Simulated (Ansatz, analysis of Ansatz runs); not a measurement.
# A hop of Na in Na2CrO4 (Cmcm), charge −1

Aim: the barrier of one jump in Na2CrO4 (Cmcm) at charge −1: V_Na hop (3.4 Å). The model is a cell of 56 host atoms with 1 Na taken out; Na is the atom that moves.

Program: Ansatz 0.2.0. Level of theory: plane-wave PAW DFT, PBEsol; nudged elastic band between two relaxed defect structures at fixed charge in a uniform background. Results are calculated unless marked as measured.

### Step 1. Starting point

The cell holds 55 atoms: 15 Na, 8 Cr and 32 O. Cell: a = 11.628 Å, b = 9.203 Å, c = 10.917 Å, α = 70.0°, β = 48.1°, γ = 61.9°. It derives from Na2CrO4 (space group Cmcm). Nearest the centre at fractional (0.609, 0.266, 0.734): O31 at 1.59 Å, Na11 at 1.70 Å, O45 at 2.11 Å, O55 at 2.11 Å, Na14 at 3.03 Å, Cr20 at 3.06 Å, Cr23 at 3.06 Å, O37 at 3.08 Å. The cell carries charge −1.

The cell's shortest repeat is 9.2 Å.

### Step 2. Relaxation of the start point, charge −1

A barrier is counted from a minimum, so both ends are relaxed first. Small random displacements break the symmetry of the ideal sites, so that the defect can distort if it gains by it. The charge of −1 is set by the electron count, and a uniform background keeps the cell neutral.

qm1.start/input.yaml reads:

```yaml
crystal:
  lattice:
    - [0.0, 9.21092277, 7.09648259]
    - [5.85930775, 0.0, 7.09648259]
    - [5.85930775, 9.21092277, 0.0]
  atoms:
    - { symbol: Na, position: [0.03296053, 0.21703947, 0.28296053] }
    - { symbol: Na, position: [0.03296053, 0.21703947, 0.78296053] }
    - { symbol: Na, position: [0.53296053, 0.71703947, 0.28296053] }
    - { symbol: Na, position: [0.53296053, 0.71703947, 0.78296053] }
    - { symbol: Na, position: [0.46703947, 0.28296053, 0.21703947] }
    - { symbol: Na, position: [0.96703947, 0.78296053, 0.21703947] }
    - { symbol: Na, position: [0.96703947, 0.78296053, 0.71703947] }
    - { symbol: Na, position: [0.25, 0.75, 0.25] }
    - { symbol: Na, position: [0.25, 0.75, 0.75] }
    - { symbol: Na, position: [0.75, 0.25, 0.25] }
    - { symbol: Na, position: [0.75, 0.25, 0.75] }
    - { symbol: Na, position: [0.0, 0.5, 0.0] }
    - { symbol: Na, position: [0.0, 0.5, 0.5] }
    - { symbol: Na, position: [0.5, 0.0, 0.0] }
    - { symbol: Na, position: [0.5, 0.0, 0.5] }
    - { symbol: Cr, position: [0.1981344, 0.0518656, 0.4481344] }
    - { symbol: Cr, position: [0.1981344, 0.0518656, 0.9481344] }
    - { symbol: Cr, position: [0.6981344, 0.5518656, 0.4481344] }
    - { symbol: Cr, position: [0.6981344, 0.5518656, 0.9481344] }
    - { symbol: Cr, position: [0.3018656, 0.4481344, 0.0518656] }
    - { symbol: Cr, position: [0.3018656, 0.4481344, 0.5518656] }
    - { symbol: Cr, position: [0.8018656, 0.9481344, 0.0518656] }
    - { symbol: Cr, position: [0.8018656, 0.9481344, 0.5518656] }
    - { symbol: O, position: [0.15665528, 0.40616721, 0.09383279] }
    - { symbol: O, position: [0.15665528, 0.40616721, 0.59383279] }
    - { symbol: O, position: [0.65665528, 0.90616721, 0.09383279] }
    - { symbol: O, position: [0.65665528, 0.90616721, 0.59383279] }
    - { symbol: O, position: [0.15616721, 0.90665528, 0.09334472] }
    - { symbol: O, position: [0.15616721, 0.90665528, 0.59334472] }
    - { symbol: O, position: [0.65616721, 0.40665528, 0.09334472] }
    - { symbol: O, position: [0.65616721, 0.40665528, 0.59334472] }
    - { symbol: O, position: [0.34334472, 0.09383279, 0.40616721] }
    - { symbol: O, position: [0.34334472, 0.09383279, 0.90616721] }
    - { symbol: O, position: [0.84334472, 0.59383279, 0.40616721] }
    - { symbol: O, position: [0.84334472, 0.59383279, 0.90616721] }
    - { symbol: O, position: [0.34383279, 0.59334472, 0.40665528] }
    - { symbol: O, position: [0.34383279, 0.59334472, 0.90665528] }
    - { symbol: O, position: [0.84383279, 0.09334472, 0.40665528] }
    - { symbol: O, position: [0.84383279, 0.09334472, 0.90665528] }
    - { symbol: O, position: [0.03112343, 0.21887657, 0.01041483] }
    - { symbol: O, position: [0.03112343, 0.21887657, 0.51041483] }
    - { symbol: O, position: [0.53112343, 0.71887657, 0.01041483] }
    - { symbol: O, position: [0.53112343, 0.71887657, 0.51041483] }
    - { symbol: O, position: [0.46887657, 0.28112343, 0.48958517] }
    - { symbol: O, position: [0.46887657, 0.28112343, 0.98958517] }
    - { symbol: O, position: [0.96887657, 0.78112343, 0.48958517] }
    - { symbol: O, position: [0.96887657, 0.78112343, 0.98958517] }
    - { symbol: O, position: [0.26041483, 0.98958517, 0.28112343] }
    - { symbol: O, position: [0.26041483, 0.98958517, 0.78112343] }
    - { symbol: O, position: [0.76041483, 0.48958517, 0.28112343] }
    - { symbol: O, position: [0.76041483, 0.48958517, 0.78112343] }
    - { symbol: O, position: [0.23958517, 0.51041483, 0.21887657] }
    - { symbol: O, position: [0.23958517, 0.51041483, 0.71887657] }
    - { symbol: O, position: [0.73958517, 0.01041483, 0.21887657] }
    - { symbol: O, position: [0.73958517, 0.01041483, 0.71887657] }
total_charge: -1
basis:
  ecutwfc: 420
  xc_grid: 2
hamiltonian:
  xc: pbesol
kpoints:
  mp_grid: { grid: [1, 1, 1], shift: [0.25, 0.25, 0.25] }
scf:
  occupations: { method: fixed }
  max_iter: 100
output:
  forces: true
relax:
  f_tol: 0.02
  max_steps: 70
  random_displacement: { amplitude: 0.03, seed: 890 }
```

On the command line:

```console
$ ansatz run input.yaml --threads 4 --pin off --max-ram 14131MiB --backend cpu --events-out ev --progress --plain --runs-dir out
```

Numbers of over 12 decimals in the logs are rounded to 6 here.

The program printed:

```text
[... repeated set-up lines and file paths are left out, and long positions are rounded to six places ...]
The last accepted step is kept in <dir> (removed where the run ends without a failure and the disk answers)
Engine: ansatz 0.2.0, aarch64-unknown-linux-gnu
Pseudopotentials: kind: paw
Pseudopotential: Na, paw, valence charge 9, recommended cutoff 420 eV (normal), Na.paw.azcp
Pseudopotential: Cr, paw, valence charge 14, recommended cutoff 420 eV (normal), Cr.paw.azcp
Pseudopotential: O, paw, valence charge 6, recommended cutoff 420 eV (normal), O.paw.azcp
Functional definition: PBEsol
  exchange = pbesol_x
  correlation = pbesol_c
Crystal: 55 atoms, lattice volume = 765.989 Å³
Basis set: ecut = 420 eV, 15027 PW (Γ), exchange–correlation on 160×128×150 points (8 copies of the dense FFT grid, shifted against one another)
Bands: 275, of which v1, the nominal top of the filled ones, is band 220 counted from 1 (219 counted from 0)
Symmetry: 1 space group operations
k-points: 1
Non-local potential: Na, projectors of the file, l = 0: 3, l = 1: 2, l = 2: 1
Non-local potential: Cr, projectors of the file, l = 0: 3, l = 1: 2, l = 2: 3, l = 3: 1
Non-local potential: O, projectors of the file, l = 0: 2, l = 1: 2, l = 2: 1
PAW form: soft (Blöchl's): semilocal exchange-correlation on the pseudo side does not see the compensation charge
PAW frozen core: Na, regenerated for the run's functional, and the local potential with it (the file was generated under x = pbe(κ = 0.804, μ = 0.219515), c = pbe(β = 0.066725))
PAW frozen core: Cr, regenerated for the run's functional, and the local potential with it (the file was generated under x = pbe(κ = 0.804, μ = 0.219515), c = pbe(β = 0.066725))
PAW frozen core: O, regenerated for the run's functional, and the local potential with it (the file was generated under x = pbe(κ = 0.804, μ = 0.219515), c = pbe(β = 0.066725))
PAW one-centre angular grid: Na, 110 points (default); XC on 64 Gauss nodes
PAW one-centre angular grid: Cr, 590 points (default); XC on 64 Gauss nodes
PAW one-centre angular grid: O, 110 points (default); XC on 64 Gauss nodes
Initial density: superposition of atomic densities (neutral atoms scaled as one to the charged cell's electrons: chi_scale 0, normalization atom), corrected by the library's trained network
Initial wavefunctions: pseudopotential atomic-orbital guess
Functional: x = pbesol(κ = 0.804, μ = 0.123457), c = pbesol(β = 0.046)
SCF iter   1: F=—  HF=-66899.180291 eV  |F-HF|=—  |Δ(HF+E_count)|=         —  Δρ=1.45e-2  dr2=1.22e0  ethr=1.77e-3  ⟨swp⟩=5.0  Hψ=774  notcnv=0  defer=50
preconditioner: auto → Resta (q_TF=auto, 2.487 Å⁻¹)  ε∞=3.9  [insulator: Δε(μ)=2.698 eV  Ē_g=14.745 eV  n_scr=214 (ndim 8)  ℏωp=25.0 eV  f_vac=0.163  ε∞_Penn≈3.9]
SCF iter   2: F=—  HF=-66898.829517 eV  |F-HF|=—  |Δ(HF+E_count)|=   3.51e-1  Δρ=7.02e-3  dr2=4.09e-1  ethr=2.77e-4  ⟨swp⟩=3.0  Hψ=522  notcnv=0  defer=50
SCF iter   3: F=—  HF=-66898.872036 eV  |F-HF|=—  |Δ(HF+E_count)|=   4.25e-2  Δρ=1.02e-2  dr2=8.89e-1  ethr=9.29e-5  ⟨swp⟩=3.0  Hψ=453  notcnv=0  defer=53
SCF iter   4: F=—  HF=-66898.777574 eV  |F-HF|=—  |Δ(HF+E_count)|=   9.45e-2  Δρ=1.22e-3  dr2=1.75e-2  ethr=9.29e-5  ⟨swp⟩=3.0  Hψ=429  notcnv=0  defer=53
SCF iter   5: F=—  HF=-66898.778615 eV  |F-HF|=—  |Δ(HF+E_count)|=   1.04e-3  Δρ=1.70e-3  dr2=2.53e-2  ethr=3.97e-6  ⟨swp⟩=2.0  Hψ=493  notcnv=0  defer=53
SCF iter   6: F=—  HF=-66898.775933 eV  |F-HF|=—  |Δ(HF+E_count)|=   2.68e-3  Δρ=8.90e-4  dr2=7.02e-3  ethr=3.97e-6  ⟨swp⟩=2.0  Hψ=425  notcnv=0  defer=53
SCF iter   7: F=—  HF=-66898.775731 eV  |F-HF|=—  |Δ(HF+E_count)|=   2.03e-4  Δρ=3.98e-4  dr2=1.42e-3  ethr=1.60e-6  ⟨swp⟩=2.0  Hψ=425  notcnv=0  defer=53
SCF iter   8: F=—  HF=-66898.775684 eV  |F-HF|=—  |Δ(HF+E_count)|=   4.69e-5  Δρ=1.44e-4  dr2=2.22e-4  ethr=3.22e-7  ⟨swp⟩=2.0  Hψ=321  notcnv=0  defer=53
SCF iter   9: F=—  HF=-66898.775713 eV  |F-HF|=—  |Δ(HF+E_count)|=   2.90e-5  Δρ=1.34e-4  dr2=1.73e-4  ethr=5.04e-8  ⟨swp⟩=2.0  Hψ=322  notcnv=0  defer=53
SCF iter  10: F=—  HF=-66898.775709 eV  |F-HF|=—  |Δ(HF+E_count)|=   4.07e-6  Δρ=6.45e-5  dr2=3.81e-5  ethr=3.94e-8  ⟨swp⟩=2.0  Hψ=320  notcnv=0  defer=53
SCF iter  11: F=-66898.775705 eV  HF=-66898.775707 eV  |F-HF|=2.47e-6  |Δ(HF+E_count)|=   1.47e-6  Δρ=2.91e-5  dr2=7.69e-6  ethr=2.27e-9  ⟨swp⟩=2.0  Hψ=918  notcnv=0
SCF 1 converged in 11 iterations: F = -66898.775705 eV  dr2 = 7.69e-6
  greatest PAW one-centre occupation: 1.000 electrons in one spin orbital (limit 2), on the Cr atom at site 19 (counted from 0), in its partial waves of l = 0
relax step   1: F+E_penalty+E_count = -66898.77570486 eV  Δ(F+E_penalty+E_count) = +0.000e0 eV  max|allowed force component| = 3.173e0 eV/Å  Δτ_max = 0.0000 Å  (11 SCF iters, dr2 threshold 1.00e-5 eV, accepted)
[... the SCF cycles and remarks between the steps are left out from here to the last step ...]
relax step   2: F+E_penalty+E_count = -66899.33011170 eV  Δ(F+E_penalty+E_count) = -5.544e-1 eV  max|allowed force component| = 1.462e0 eV/Å  Δτ_max = 0.1372 Å  (8 SCF iters, dr2 threshold 1.00e-4 eV, accepted)
relax step   3: F+E_penalty+E_count = -66899.50637121 eV  Δ(F+E_penalty+E_count) = -1.763e-1 eV  max|allowed force component| = 6.993e-2 eV/Å  Δτ_max = 0.0905 Å  (7 SCF iters, dr2 threshold 1.00e-4 eV, accepted)
SCF iter   1: F=—  HF=-66899.510657 eV  |F-HF|=—  |Δ(HF+E_count)|=         —  Δρ=1.33e-3  dr2=8.69e-3  ethr=3.09e-5  ⟨swp⟩=3.0  Hψ=468  notcnv=0  defer=53
SCF iter   2: F=—  HF=-66899.509107 eV  |F-HF|=—  |Δ(HF+E_count)|=   1.55e-3  Δρ=8.14e-4  dr2=3.25e-3  ethr=1.97e-6  ⟨swp⟩=2.0  Hψ=299  notcnv=0  defer=53
SCF iter   3: F=—  HF=-66899.508821 eV  |F-HF|=—  |Δ(HF+E_count)|=   2.86e-4  Δρ=6.68e-4  dr2=3.79e-3  ethr=7.38e-7  ⟨swp⟩=2.0  Hψ=420  notcnv=0  defer=53
SCF iter   4: F=—  HF=-66899.508516 eV  |F-HF|=—  |Δ(HF+E_count)|=   3.05e-4  Δρ=4.92e-4  dr2=2.08e-3  ethr=7.38e-7  ⟨swp⟩=2.0  Hψ=426  notcnv=0  defer=53
SCF iter   5: F=—  HF=-66899.508303 eV  |F-HF|=—  |Δ(HF+E_count)|=   2.13e-4  Δρ=7.07e-5  dr2=3.41e-5  ethr=4.74e-7  ⟨swp⟩=2.0  Hψ=329  notcnv=0  defer=50
SCF iter   6: F=—  HF=-66899.508568 eV  |F-HF|=—  |Δ(HF+E_count)|=   2.65e-4  Δρ=5.20e-5  dr2=2.25e-5  ethr=7.75e-9  ⟨swp⟩=2.0  Hψ=436  notcnv=0  defer=44
SCF iter   7: F=—  HF=-66899.508567 eV  |F-HF|=—  |Δ(HF+E_count)|=   1.37e-6  Δρ=1.65e-5  dr2=2.06e-6  ethr=5.11e-9  ⟨swp⟩=2.0  Hψ=331  notcnv=0  defer=44
SCF iter   8: F=—  HF=-66899.508568 eV  |F-HF|=—  |Δ(HF+E_count)|=   1.36e-6  Δρ=2.20e-5  dr2=4.12e-6  ethr=4.67e-10  ⟨swp⟩=2.0  Hψ=419  notcnv=0  defer=44
SCF iter   9: F=—  HF=-66899.508568 eV  |F-HF|=—  |Δ(HF+E_count)|=   2.68e-7  Δρ=4.51e-6  dr2=1.62e-7  ethr=4.67e-10  ⟨swp⟩=2.0  Hψ=399  notcnv=0  defer=44
SCF iter  10: F=-66899.508568 eV  HF=-66899.508568 eV  |F-HF|=4.25e-8  |Δ(HF+E_count)|=   8.12e-8  Δρ=3.08e-6  dr2=7.87e-8  ethr=2.27e-11  ⟨swp⟩=3.0  Hψ=707  notcnv=0
SCF 4 converged in 10 iterations: F = -66899.508568 eV  dr2 = 7.87e-8
relax step   4: F+E_penalty+E_count = -66899.50856797 eV  Δ(F+E_penalty+E_count) = -2.197e-3 eV  max|allowed force component| = 9.778e-3 eV/Å  Δτ_max = 0.0249 Å  (10 SCF iters, accepted)
SCF converged after 10 iterations
Free energy (F): -66899.508568 eV
Harris-Foulkes:  -66899.508568 eV  (|F-HF|=4.25e-8)
Internal energy: -66899.508568 eV  (E = F + TS)
E sigma→0 (E₀):  -66899.508568 eV
Fermi energy:    2.688763 eV
--- Per-component energies (eV) ---
  E_band       = -6755.171456
  E_kinetic    = 10110.590755
  E_local      = -50485.654112  (includes V_loc(G=0)·N_el)
  E_nonlocal   = 3905.817412
  E_hartree    = 19226.187365
  E_xc         = -4009.369587
  E_vxc        = -5145.750338  (∫ρ·V_xc dr)
  E_paw        = -17983.376252  (= ΣΔE_a)
  E_vpaw       = -3592.630986  (= ΣTr[D̂ρ^β])
  E_aug_tail   = 0.080353  (compensation charges beyond the density's cutoff)
  E_ewald      = -27667.014118
  E_core_change = 3.229616  (= ΣΔE_core)
  E_smearing   = -0.000000  (= −TS)
  E_closure    = 0.000000  (closes the sum)
  E_deformation_potential = -12.101720  (in the stress; not in F)
  Σ components = -66899.508568   (vs F -66899.508568, Δ=0.00e0)
--- Forces (eV/Å), atoms counted from 1 ---
  atom   1  Na     0.00088284     0.00293807    -0.00051486
  atom   2  Na    -0.00084463     0.00052160    -0.00098914
  [... 8 atoms left out ...]
  atom  11  Na     0.00082609    -0.00505791     0.00168002
  [... 2 atoms left out ...]
  atom  14  Na    -0.00023885    -0.00456684    -0.00153304
  [... 3 atoms left out ...]
  atom  18  Cr     0.00579360    -0.00023153     0.00290468
  [... 1 atom left out ...]
  atom  20  Cr    -0.00807774     0.00283640     0.00019505
  [... 2 atoms left out ...]
  atom  23  Cr    -0.00598193     0.00428336    -0.00091366
  [... 7 atoms left out ...]
  atom  31  O     -0.00090945     0.00454428    -0.00208505
  [... 5 atoms left out ...]
  atom  37  O      0.00067924     0.00000579     0.00385724
  atom  38  O     -0.00098396     0.00028079     0.00384935
  [... 6 atoms left out ...]
  atom  45  O      0.00521995    -0.00020375    -0.00097115
  [... 9 atoms left out ...]
  atom  55  O      0.00211326     0.00120942     0.00101229
  max |Σ_I F_I| component: 5.36e-5 eV/Å
--- Relaxed structure (4 steps of the walk, 4 accepted, 0 SCFs on fresh bases) ---
  F+E_penalty+E_count = -66899.50856797 eV   max|allowed force component| = 9.778e-3 eV/Å
  atoms:
    - { symbol: Na, position: [0.033672, 0.216832, 0.282101] }
    - { symbol: Na, position: [0.033077, 0.218657, 0.782574] }
    [... 8 atoms left out ...]
    - { symbol: Na, position: [0.742277, 0.246879, 0.752330] }
    [... 2 atoms left out ...]
    - { symbol: Na, position: [0.503023, 0.007862, -0.008342] }
    [... 3 atoms left out ...]
    - { symbol: Cr, position: [0.700243, 0.554880, 0.445527] }
    [... 1 atom left out ...]
    - { symbol: Cr, position: [0.304358, 0.445961, 0.054345] }
    [... 2 atoms left out ...]
    - { symbol: Cr, position: [0.804532, 0.945672, 0.553796] }
    [... 7 atoms left out ...]
    - { symbol: O, position: [0.663630, 0.411771, 0.589071] }
    [... 5 atoms left out ...]
    - { symbol: O, position: [0.348004, 0.590583, 0.908670] }
    - { symbol: O, position: [0.846552, 0.091930, 0.409782] }
    [... 6 atoms left out ...]
    - { symbol: O, position: [0.469887, 0.280074, 1.002541] }
    [... 9 atoms left out ...]
    - { symbol: O, position: [0.753857, -0.003801, 0.719400] }
```

Run time: 43 s. Hardware: 4 threads of Arm Neoverse V1, shared host; peak memory 1.4 GiB; 2.7 min of CPU time.

The steps of the relaxation:

```
step  energy less that of the first step (eV)  largest force component (eV/Å)
   1                                   0.0000                          3.1729
   2                                  -0.5544                          1.4623
   3                                  -0.7307                          0.0699
   4                                  -0.7329                          0.0098
```

The atoms that moved most (Å, from the sites as typed, ahead of the random displacement):

```
atom      dx      dy      dz  length
 O44  -0.039  -0.168  -0.005   0.172
 O55  -0.080   0.135   0.001   0.157
 O53   0.029  -0.151   0.006   0.154
 Na7  -0.147   0.045   0.000   0.153
 O45   0.070   0.127   0.000   0.145
 Na5   0.126   0.051   0.001   0.135
 O33  -0.003   0.033  -0.100   0.106
 O25   0.014  -0.094  -0.007   0.096
```

Neighbours of Na11 at the end:

```
atom  distance (Å)
 O31         2.311
 O55         2.383
 O45         2.383
 O39         2.385
 O41         2.462
 O51         2.464
Na14         3.394
 Na2         3.495
```

Read from the output:

| Property | Result |
| --- | --- |
| free energy | -66899.5086 eV |
| r.m.s. move of the farther half of the atoms | 0.04554 Å |
| largest move from the ideal geometry of this structure, a common shift of the far atoms taken out | 0.1687 Å |

The relaxation gained 0.733 eV and ended with a largest force component of 0.0098 eV/Å.

(Part 1 of 5 ends here.)

[Logs are printed without paths, hosts, clocks, repeated set-up lines and the standing remarks that a program may print on its own settings, such as how far it seeks lower states.]

[Hosts, paths, dates, database ids (printed as entryN), source tags and the programs' standing remarks are cut or masked in the printed files.]
